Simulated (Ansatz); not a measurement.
**W2N monolayer under uniaxial strain along the armchair direction, normal to a, with the width clamped**

Aim: how do the optical modes of W2N monolayer shift and split under this strain?

Method: DFT PBE, scalar-relativistic, plane waves, PAW; PAW set soft_1, in Ansatz 0.2.0.

**1. Starting point**

The cell holds 3 atoms: 1 N and 2 W. Cell: a = 2.900 Å, b = 2.900 Å, c = 28.600 Å, α = 90.0°, β = 90.0°, γ = 120.0°. Vacuum lies along c. The height across the vacuum is the one that the program set for its solve, not the one typed.

**2. A rough relaxation first**

A rough relaxation comes first, because large forces or stress need no tight tolerances yet. The program lengthens the typed cell of 20.0 Å along the normal to 28.6 Å, as its cut-off of the electrostatics needs, and moves no atom.

input.yaml

```yaml
crystal:
  lattice:
    - [2.9, 0.0, 0.0]
    - [-1.45, 2.51147, 0.0]
    - [0.0, 0.0, 20.0]
  atoms:
    - { symbol: "N", position: [0.0, 0.0, 0.5] }
    - { symbol: W, position: [0.333333, 0.666667, 0.56] }
    - { symbol: W, position: [0.666667, 0.333333, 0.44] }
  periodic: [true, true, false]
kpoints:
  mp_grid: { grid: [9, 9, 1] }
hamiltonian:
  xc: pbe
  pseudopotentials: { kind: paw, azcp: { folder: soft_1 } }
scf:
  occupations: { method: gaussian, width: 0.1 }
output:
  forces: true
  stress: true
  eigenvalues: true
relax:
  adjacent_minimum: "off"
  f_tol: 0.05
  max_steps: 80
  cell: { stress_2d_tol: 0.02 }
```

Launch:

```sh
> ansatz run input.yaml --threads 4 --pin off --max-ram 16384MiB --backend cpu --events-out ev --progress --plain --runs-dir out
```

Numbers of over 12 decimals in the logs are rounded to 6 here.

Log:

```text
[...]
F+E_penalty+E_count = -21152.98171008 eV   max|allowed force component| = 9.214e-5 eV/Å   (the final SCF, on the basis selected at the relaxed cell)
  cell:  # Å, volume = 191.9412 Å³
    - [2.783785, 0, 0]
    - [-1.391893, 2.410829, 0]
    - [0, 0, 28.6]
  atoms:
    - { symbol: N, position: [0, 0, 0.349650] }
    - { symbol: W, position: [0.333333, 0.666667, 0.400292] }
    - { symbol: W, position: [0.666667, 0.333333, 0.299008] }
[key lines of the parts left out:]
SCF converged after 5 iterations
Free energy (F): -21152.981710 eV
Fermi energy:    -5.353171 eV
P = ½ c Tr σ = -0.0009 N/m
```

Wall time 13 s (4 threads of Arm Neoverse V1, shared host); peak memory 0.39 GiB.

This run has no spin polarisation although its electron count is odd.

Relaxation path:

```csv
step,energy less that of the first step (eV),largest force component (eV/Å),volume (Å³)
1,0.0000,2.7524,208.30
2,-0.5250,0.9738,196.66
3,-0.5564,0.0334,185.27
4,-0.6008,0.1105,192.59
5,-0.6021,0.0090,192.01
6,-0.6021,0.0001,192.00
7*,-0.5994,0.0006,192.00
8,-0.5994,0.0001,191.94
9*,-0.5994,0.0001,191.94
```

Relaxation steps marked * repeat the geometry before them on a plane-wave basis chosen anew for their cell, so energy and pressure can jump there.

The run keeps the 12 symmetry operations that it works with, so distortions that break them were not tested.

```csv
cell as run,before,after,change
a (Å),2.900,2.784,-4.0 %
b (Å),2.900,2.784,-4.0 %
```

The atoms that moved most (Å, along periodic axes as changes of fractional coordinates times the final cell, across vacuum about the mean position):

```csv
atom,dx,dy,dz,length
W2,0.000,0.000,0.248,0.248
W3,0.000,0.000,-0.248,0.248
```

Final coordinates:

```xyz
3
Lattice="2.7838 0.0000 0.0000 -1.3919 2.4108 0.0000 0.0000 0.0000 28.6000" Properties=species:S:1:pos:R:3
N     0.0000    0.0000   10.0000
W     0.0000    1.6072   11.4484
W     1.3919    0.8036    8.5516
```

This step gave:

| Property | Result |
| --- | --- |
| gap on the k-mesh | 0 eV |
| area per atom | 2.237 Å² |

The relaxation ends with a largest force component of 9.2e-5 eV/Å.

**3. Bringing the structure to rest**

The cell and atoms are relaxed, since residual forces and stress would shift the frequencies.

input.yaml, the sections that differ from step 2:

```yaml
crystal:
  lattice:
    - [2.783785406, 0.0, 0.0]
    - [-1.391892703, 2.4108288803, 0.0]
    - [0.0, 0.0, 28.6]
  atoms:
    - { symbol: "N", position: [0.0, 0.0, 0.3496503497] }
    - { symbol: W, position: [0.3333333333, 0.6666666667, 0.4002922194] }
    - { symbol: W, position: [0.6666666667, 0.3333333333, 0.2990084799] }
  periodic: [true, true, false]
kpoints:
  mp_grid: { grid: [18, 18, 1] }
relax:
  adjacent_minimum: "off"
  f_tol: 0.005
  max_steps: 80
  cell: { stress_2d_tol: 0.02 }
# hamiltonian, scf, output: as in step 2
```

Log:

```text
[...]
Crystal: 3 atoms, lattice volume = 191.941 Å³
Basis set: ecut = 420 eV, 3803 PW (Γ), exchange–correlation on 40×40×384 points (8 copies of the dense FFT grid, shifted against one another)
Bands: 21, of which v1, the nominal top of the filled ones, is band 17 counted from 1 (16 counted from 0)
Symmetry: 12 space group operations
[...]
k-points: 37 of 324
[...]
k-point 36: bands = [... 13 lower, -6.9134, -6.9134, -6.6538, -4.6458, -4.6458, -2.9955, -2.9955, -2.2901]
--- Relaxed structure (4 steps of the walk, 4 accepted, 1 SCFs on fresh bases) ---
[...]
cell:  # Å, volume = 191.3605 Å³
    - [2.779572, 0.0, 0]
    - [-1.389786, 2.407180, 0]
    - [0, 0, 28.6]
  atoms:
    - { symbol: N, position: [0, 0, 0.349650] }
    - { symbol: W, position: [0.333333, 0.666667, 0.400557] }
    - { symbol: W, position: [0.666667, 0.333333, 0.298744] }
[key lines of the parts left out:]
SCF converged after 6 iterations
Free energy (F): -21152.970762 eV
Fermi energy:    -5.302076 eV
P = ½ c Tr σ = -0.0053 N/m
```

It took 16 s on 4 threads; peak memory 0.48 GiB; 61 s of CPU time.

Step by step:

```csv
step,energy less that of the first step (eV),largest force component (eV/Å),volume (Å³)
1,0.0000,0.0637,191.94
2,-0.0007,0.0267,191.16
3,-0.0007,0.0332,191.47
4,-0.0008,0.0001,191.36
5*,-0.0006,0.0001,191.36
```

Relaxation steps marked * repeat the geometry before them on a plane-wave basis chosen anew for their cell, so energy and pressure can jump there.

The run keeps the 12 symmetry operations that it works with, so distortions that break them were not tested.

```csv
cell as run,before,after,change
a (Å),2.784,2.780,-0.2 %
b (Å),2.784,2.780,-0.2 %
```

Final coordinates:

```cif
data_structure
_symmetry_space_group_name_H-M 'P 1'
_symmetry_Int_Tables_number 1
_cell_length_a 2.7796
_cell_length_b 2.7796
_cell_length_c 28.6000
_cell_angle_alpha 90.000
_cell_angle_beta 90.000
_cell_angle_gamma 120.000
_cell_volume 191.36
loop_
_atom_site_label
_atom_site_type_symbol
_atom_site_fract_x
_atom_site_fract_y
_atom_site_fract_z
_atom_site_occupancy
N1 N 0.00000 0.00000 0.34965 1
W2 W 0.33333 0.66667 0.40056 1
W3 W 0.66667 0.33333 0.29874 1
```

Numbers from this step:

```
area per atom : 2.23 Å²
```

The relaxation ends with a largest force component of 1.2e-4 eV/Å.

**4. Tight relaxation**

Phonons need small forces and stress, so the relaxation is finished with tight tolerances on 18×18×1 k points. The program lengthens the typed cell of 28.6 Å along the normal to 29.6 Å, as its cut-off of the electrostatics needs, and moves no atom.

input.yaml

```yaml
crystal:
  lattice:
    - [2.7795716256, 0.0, 0.0]
    - [-1.3897858128, 2.4071796394, 0.0]
    - [0.0, 0.0, 28.6]
  atoms:
    - { symbol: "N", position: [0.0, 0.0, 0.3496503497] }
    - { symbol: W, position: [0.3333333333, 0.6666666667, 0.4005568739] }
    - { symbol: W, position: [0.6666666667, 0.3333333333, 0.2987438254] }
  periodic: [true, true, false]
kpoints:
  mp_grid: { grid: [18, 18, 1] }
hamiltonian:
  xc: pbe
  pseudopotentials: { kind: paw, azcp: { folder: soft_1 } }
scf:
  occupations: { method: methfessel_paxton, width: 0.2 }
output:
  forces: true
  stress: true
  eigenvalues: true
  write_density: true
  write_potential: true
  elf: true
  volumetric_format: npy
relax:
  adjacent_minimum: "off"
  f_tol: 0.001
  max_steps: 60
  cell: { stress_2d_tol: 0.002 }
```

Log:

```text
[...]
Crystal: 3 atoms, lattice volume = 198.210 Å³
Basis set: ecut = 420 eV, 3891 PW (Γ), exchange–correlation on 40×40×400 points (8 copies of the dense FFT grid, shifted against one another)
Bands: 21, of which v1, the nominal top of the filled ones, is band 17 counted from 1 (16 counted from 0)
Symmetry: 12 space group operations
[...]
k-point 36: bands = [... 13 lower, -6.9093, -6.9093, -6.6495, -4.6401, -4.6401, -2.9933, -2.9933, -2.2825]
--- Relaxed structure (4 steps of the walk, 4 accepted, 1 SCFs on fresh bases) ---
[...]
cell:  # Å, volume = 198.2246 Å³
    - [2.779674, 0, 0]
    - [-1.389837, 2.407268, 0]
    - [0, 0, 29.6237063742]
  atoms:
    - { symbol: N, position: [0, 0, 0.337567] }
    - { symbol: W, position: [0.333333, 0.666667, 0.386700] }
    - { symbol: W, position: [0.666667, 0.333333, 0.288435] }
[key lines of the parts left out:]
SCF converged after 6 iterations
Free energy (F): -21152.964864 eV
Fermi energy:    -5.300290 eV
P = ½ c Tr σ = 0.0002 N/m
```

It took 17 s on 4 threads; peak memory 0.49 GiB.

Little changed from the start: no atom moved by 0.005 Å and no cell edge by 0.1 %.

ELF in the ac plane at fractional y = 0.000, with atoms of N within 0.2 Å of it. It is the smooth field of the valence electrons, not physical close to the nuclei.

Ten even steps from '_' (0.00) to '@' (0.65), each cell a mean:
```
____________________________
____________________________
____________________________
____________________________
____________________________
____________________________
____________________________
____________________________
____________________________
____________________________
____________________________
____________________________
............................
%%%%##**++----::----++**##%%
##**++======++**++======++**
**##@@@@%%++::::::++%%@@@@##
######**++==========++**####
@@%%##++==============++##%%
****++====--::::::--====++**
____________________________
____________________________
____________________________
____________________________
____________________________
```
Columns run along a (2.8 Å), rows up along c (29.6 Å). Atoms in or near the plane, at fractional coordinates: N at (0.00, 0.34).

Valence density in the ac plane at fractional y = 0.000, with atoms of N within 0.2 Å of it. It is the smooth field of the valence electrons, not physical close to the nuclei.

Ten steps, logarithmic in the rise over the least value, from '0' (0.0 e/Å³) to '9' (2.4 e/Å³), each cell a mean:
```
00000000000000
00000000000000
00000000000000
00000000000000
00000000000000
00000000000000
00000000000000
00000000000000
00000000000000
00000000000000
00000000000000
00000000000000
00000000000000
33333333333333
55566788876655
99987665667899
88876777776788
55556677766555
22222222222222
00000000000000
00000000000000
00000000000000
00000000000000
00000000000000
```
Columns run along a (2.8 Å), rows up along c (29.6 Å). Atoms in or near the plane, at fractional coordinates: N at (0.00, 0.34).

Electrostatic potential energy in the ac plane at fractional y = 0.000, with atoms of N within 0.2 Å of it. With pseudopotentials it is smooth inside the atoms' cores, unlike the true potential.

Values in eV, 24 rows by 14 columns, each cell a mean:
```
  0   0   0   0   0   0   0   0   0   0   0   0   0   0
  0   0   0   0   0   0   0   0   0   0   0   0   0   0
  0   0   0   0   0   0   0   0   0   0   0   0   0   0
  0   0   0   0   0   0   0   0   0   0   0   0   0   0
  0   0   0   0   0   0   0   0   0   0   0   0   0   0
  0   0   0   0   0   0   0   0   0   0   0   0   0   0
  0   0   0   0   0   0   0   0   0   0   0   0   0   0
  0   0   0   0   0   0   0   0   0   0   0   0   0   0
  0   0   0   0   0   0   0   0   0   0   0   0   0   0
  0   0   0   0   0   0   0   0   0   0   0   0   0   0
  0   0   0   0   0   0   0   0   0   0   0   0   0   0
  0   0   0   0   0   0   0   0   0   0   0   0   0   0
  0   0   0   0   0   0   0   0   0   0   0   0   0   0
 -1  -1  -1  -2  -3  -4  -4  -4  -4  -4  -3  -2  -1  -1
 -6  -6  -8 -11 -17 -23 -25 -26 -25 -23 -17 -11  -8  -6
-23 -23 -22 -19 -11 -10 -11 -12 -11 -10 -11 -19 -22 -23
-16 -16 -15 -14 -14 -18 -19 -20 -19 -18 -14 -14 -15 -16
 -4  -4  -6  -8 -12 -16 -18 -19 -18 -16 -12  -8  -6  -4
  0   0  -1  -1  -1  -1  -1  -2  -1  -1  -1  -1  -1   0
  0   0   0   0   0   0   0   0   0   0   0   0   0   0
  0   0   0   0   0   0   0   0   0   0   0   0   0   0
  0   0   0   0   0   0   0   0   0   0   0   0   0   0
  0   0   0   0   0   0   0   0   0   0   0   0   0   0
  0   0   0   0   0   0   0   0   0   0   0   0   0   0
```
Columns run along a (2.8 Å; values clipped at the 3rd and 97th percentile), rows up along c (29.6 Å). Atoms in or near the plane, at fractional coordinates: N at (0.00, 0.34).

The largest force component left is 0.018 meV/Å, within the tolerances set.

**5. Modes at rest**

The force constants come from the linear response of the density to a displacement.

The modes at rest are the reference of the series.

input.yaml, the sections that differ from step 4:

```yaml
crystal:
  lattice:
    - [2.7796736243, 0.0, 0.0]
    - [-1.3898368121, 2.4072679729, 0.0]
    - [0.0, 0.0, 29.6237063742]
  atoms:
    - { symbol: "N", position: [0.0, 0.0, 0.3375674831] }
    - { symbol: W, position: [0.3333333333, 0.6666666667, 0.3866995686] }
    - { symbol: W, position: [0.6666666667, 0.3333333333, 0.2884353976] }
  periodic: [true, true, false]
output:
  eigenvalues: true
phonons:
  method: dfpt
# kpoints, hamiltonian, scf: as in step 4
# relax: removed
```

Log:

```text
Warning: crystal.symmetry: narrowed to the stabiliser of the run's FFT grids — unitary ops 12 → 6. A phonons.method: dfpt run fills in the rows of the dynamical matrix that it does not solve by its symmetry operations, which is exact only for operations that map its FFT grids onto themselves: filled in by any other, the frequencies could depend on the order in which like atoms are typed, or, by more than the grids' own error, on where the crystal sits among the grids' points. Excluded: 6 operations. The run can therefore solve more perturbations, solve them on more k-points, or both, and cost more. [rest of the remark cut]
[...]
Crystal: 3 atoms, lattice volume = 198.225 Å³
Basis set: ecut = 420 eV, 3891 PW (Γ), exchange–correlation on 40×40×400 points (8 copies of the dense FFT grid, shifted against one another)
Bands: 21, of which v1, the nominal top of the filled ones, is band 17 counted from 1 (16 counted from 0)
Symmetry: 12 space group operations
k-points: 91 of 324 (irreducible under 2 space group operations, time reversal used)
[...]
SCF iter   1: F=—  HF=-21154.823025 eV  |F-HF|=—  |Δ(HF+E_count)|=         —  Δρ=5.46e-2  dr2=7.90e0  ethr=3.10e-3  ⟨swp⟩=11.7  Hψ=15853  notcnv=0
[...]
SCF iter  12: F=-21152.964864 eV  HF=-21152.964864 eV  |F-HF|=3.64e-12  |Δ(HF+E_count)|=  2.51e-10  S|Δr|=    0.00e0  Δρ=3.71e-8  dr2=2.47e-12  ethr=1.00e-12  ⟨swp⟩=15.4  Hψ=16212  notcnv=0
SCF 1 converged in 12 iterations: F = -21152.964864 eV  dr2 = 2.47e-12
[...]
DFPT response loops at Γ: preconditioner auto → none (partly filled bands, converged f_vac=0.740); β = 0.50; Broyden in place of MSR1
SCF converged after 12 iterations
[...]
Free energy (F): -21152.964864 eV
[...]
Internal energy: -21152.966404 eV  (E = F + TS)
E sigma→0 (E₀):  -21152.965249 eV
Entropy (-TS):   0.001540 eV (0.513 meV/atom)
Fermi energy:    -5.300291 eV
[...]
--- Band table (eV; the first three rows and the last of 91) ---
  k-point 0: bands = [... 13 lower, -6.7051, -6.5628, -6.4336, -6.3027, -6.3027, -4.6199, -4.6199, -3.6163]
  k-point 1: bands = [... 13 lower, -6.9599, -6.6114, -6.5493, -6.1826, -6.0245, -4.7679, -4.6501, -3.5403]
  k-point 2: bands = [... 13 lower, -7.5378, -6.7432, -6.4376, -5.8270, -5.8197, -4.9958, -4.6501, -3.4021]
  k-point 90: bands = [... 13 lower, -7.2748, -7.0760, -6.6307, -5.1348, -4.0690, -3.6163, -2.2385, -2.0012]
--- Phonons (Γ-DFPT): 6 representative perturbations + reference, on 91 of 324 k-points (Σ response iterations 33) ---
  ASR residual: 7.946e-5 → 0.000e0 eV/Å²; symmetrization residual: 1.118e-5 eV/Å²
  The last average, over the group as it would stand without the narrowing to the FFT grids, took up to 6.837e-7 eV/Å² of the zone centre's force constants
  ASR residual per site (eV/Å²): 7.95e-5 4.88e-5 4.75e-5
  Γ frequencies (cm⁻¹): 0.00 0.00 0.00 88.10 88.10 147.13 305.55 305.55 573.85
  non-analytic LO–TO correction: not included (Born effective charges unavailable; polar crystals: no LO–TO splitting at Γ)
```

Wall time 91 s (4 threads); peak memory 1.3 GiB; 5.8 min of CPU time.

Numbers from this step:

| Quantity | Value |
| --- | --- |
| sum-rule residual before enforcement | 7.95e-5 eV/Å² |
| point group | -3m |
| highest optical mode at the zone centre (no LO-TO term) | 573.9 cm⁻¹ |
| lowest optical zone-centre mode | 88.1 cm⁻¹ |

Patterns of degenerate modes are one choice out of their space. Modes at Γ, with each element's share of the kinetic energy:

```csv
mode,frequency (cm⁻¹),symmetry,N %,W %
1,0.0,acoustic,4,96
2,0.0,acoustic,4,96
3,0.0,acoustic,4,96
4,88.1,Eg,0,100
5,88.1,Eg,0,100
6,147.1,A1g,0,100
7,305.6,Eu,96,4
8,305.6,Eu,96,4
9,573.9,A2u,96,4
```

Displacements in mode 4 (88.1 cm⁻¹), the largest set to 1:
```
N1   0.00  0.00  0.00
W2  -0.16  1.00  0.00
W3   0.16 -1.00  0.00
```

Displacements in mode 8 (305.6 cm⁻¹), the largest set to 1:
```
N1   0.00  1.00  0.00
W2   0.00 -0.04  0.00
W3   0.00 -0.04  0.00
```

Before it was imposed, the acoustic sum rule was missed by 7.9e-5 eV/Å². Small misses are needed for a sound result but don't prove that mesh and cutoff are converged. The lowest optical mode is real, 88.1 cm⁻¹.

**6. A member of the series: uniaxial strain of +5 % along the armchair direction, normal to a, with the width clamped**

The cell takes a uniaxial strain of +5 % along the armchair direction, normal to a, with the width clamped. The cell is held, and the atoms relax in it.

input.yaml, the sections that differ from step 5:

```yaml
crystal:
  lattice:
    - [2.7796736243, 0.0, 0.0]
    - [-1.3898368121, 2.5276313714, 0.0]
    - [0.0, 0.0, 29.6237063742]
  atoms:
    - { symbol: "N", position: [0.0, 0.0, 0.3375674831] }
    - { symbol: W, position: [0.3256368641, 0.6512737281, 0.3849607716] }
    - { symbol: W, position: [0.6743631359, 0.3487262719, 0.2901741946] }
  periodic: [true, true, false]
output:
  forces: true
  stress: true
  eigenvalues: true
relax:
  adjacent_minimum: "off"
  f_tol: 0.001
  max_steps: 60
# kpoints, hamiltonian, scf: as in step 5
# phonons: removed
```

Log:

```text
[...]
--- Relaxed structure (5 steps of the walk, 5 accepted, 0 SCFs on fresh bases) ---
  F+E_penalty+E_count = -21152.87321079 eV   max|allowed force component| = 1.538e-4 eV/Å
  cell:  # Å, volume = 208.1359 Å³
    - [2.7796736243, -2.7492832411184464e-11, 0.0]
    - [-1.389836812125, 2.527631, 0.0]
    - [0.0, 0.0, 29.6237063742]
  atoms:
    - { symbol: N, position: [0, 0, 0.337567] }
    - { symbol: W, position: [0.322795, 0.645590, 0.384481] }
    - { symbol: W, position: [0.677205, 0.354410, 0.290654] }
[key lines of the parts left out:]
SCF converged after 4 iterations
Free energy (F): -21152.873211 eV
Fermi energy:    -5.188712 eV
P = ½ c Tr σ = -5.7366 N/m
```

Elapsed: 32 s, on 4 threads; peak memory 0.62 GiB.

The steps of the relaxation:

```csv
step,energy less that of the first step (eV),largest force component (eV/Å)
1,0.0000,0.1736
2,-0.0027,0.0373
3,-0.0030,0.0199
4,-0.0031,0.0030
5,-0.0031,0.0002
```

Forces are held to the 4 operations that the run works with; a distortion that breaks them can't arise in this run.

The atoms that moved most (Å):

```csv
atom,dx,dy,dz,length
W2,0.000,-0.014,-0.014,0.020
W3,0.000,0.014,0.014,0.020
```

The relaxed structure:

```xyz
3
Lattice="2.7797 0.0000 0.0000 -1.3898 2.5276 0.0000 0.0000 0.0000 29.6237" Properties=species:S:1:pos:R:3
N     0.0000    0.0000   10.0000
W     0.0000    1.6318   11.3897
W     1.3898    0.8958    8.6103
```

This step gave:

- area per atom: 2.342 Å²

The largest force component left is 0.15 meV/Å.

(Continued in part 2 of 2.)

[Logs are printed without paths, hosts, clocks, repeated set-up lines and the standing remarks that a program may print on its own settings, such as how far it seeks lower states.]

[Hosts, paths, dates, database ids (printed as entryN), source tags and the programs' standing remarks are cut or masked in the printed files.]
